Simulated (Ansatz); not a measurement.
# Memory against size: graphene/h-BP/graphene sandwich (62 atoms) repeated, support functions

The cell holds 62 atoms: 48 C, 7 B and 7 P. Its edges and angles: a = 8.507 Å, b = 8.507 Å, c = 20.910 Å, α = 90.0°, β = 90.0°, γ = 120.0°. It derives from C and BP. 12 cells of graphene (a = 2.46 Å, strained -0.17 %) and 7 cells of h-BP (a = 3.21 Å, +0.17 %) on one hexagonal cell, twist 10.89 deg; facing planes 3.49, 3.42 Å apart; 14 Å of vacuum; displaced by a Gaussian of 0.01 Å. Regions: layer 1, 24 atoms (24 C); layer 2, 14 atoms (7 B and 7 P); layer 3, 24 atoms (24 C). Vacuum lies along c.

Calculated with Ansatz 0.2.0: Kohn-Sham DFT, PBE+D4, PAW (set soft_2), localised support functions (medium); the typed cell is repeated and solved at Γ on 1 × NVIDIA H100 80GB HBM3 with 5 threads of AMD EPYC 7R13 (Zen 3), shared host.

| atoms | memory planned on the GPU (GiB) | repeats | SCF cycles |
| --- | --- | --- | --- |
| 62 | 3 | 1×1×1 | 16 |
| 248 | ? | ? | ? |
| 558 | 13.8 | 3×3×1 | 17 |
| 992 | 21.5 | 4×4×1 | 18 |
| 2232 | 51.6 | 6×6×1 | 20 |
| 3968 | 68.4 | 8×8×1 | 22 |

Task: Fit a power law of the atom count to the rows given and interpolate to the withheld row.

**Working.**

A power law y = A x^b is a line in u = ln x and v = ln y.

```
u = ln x  v = ln y
 4.12713   1.09861
 6.32436   2.62467
 6.89972   3.06805
 7.71065   3.94352
 8.28602   4.22537
```

With n = 5: mean u = 6.66958, mean v = 2.99205, Σ(u − ū)² = 10.333, Σ(u − ū)(v − v̄) = 7.9424. Slope b = 7.9424 / 10.333 = 0.76866; intercept a = v̄ − b ū = -2.1346.

At the withheld row u = 5.513, v = a + b u = 2.103, and y = exp(v).

Prediction at 248: 8.194 GiB. The run gave 7.8 GiB, so the fit is high by 0.39 GiB (5.0 % of the value).

The fitted exponent is 0.77. Between neighbouring rows, the withheld one included, the exponents are 0.69, 0.70, 0.77, 1.1 and 0.49, so one power law doesn't hold over the range. Among the rows given, the largest relative miss of the fit is at 2232, by 7.2 GiB (14 %).

Limits: One run a row. Whether the card's size bounds the plan at the largest cells wasn't tested.

[Logs are printed without paths, hosts, clocks, repeated set-up lines and the standing remarks that a program may print on its own settings, such as how far it seeks lower states.]

[Hosts, paths, dates, database ids (printed as entryN), source tags and the programs' standing remarks are cut or masked in the printed files.]
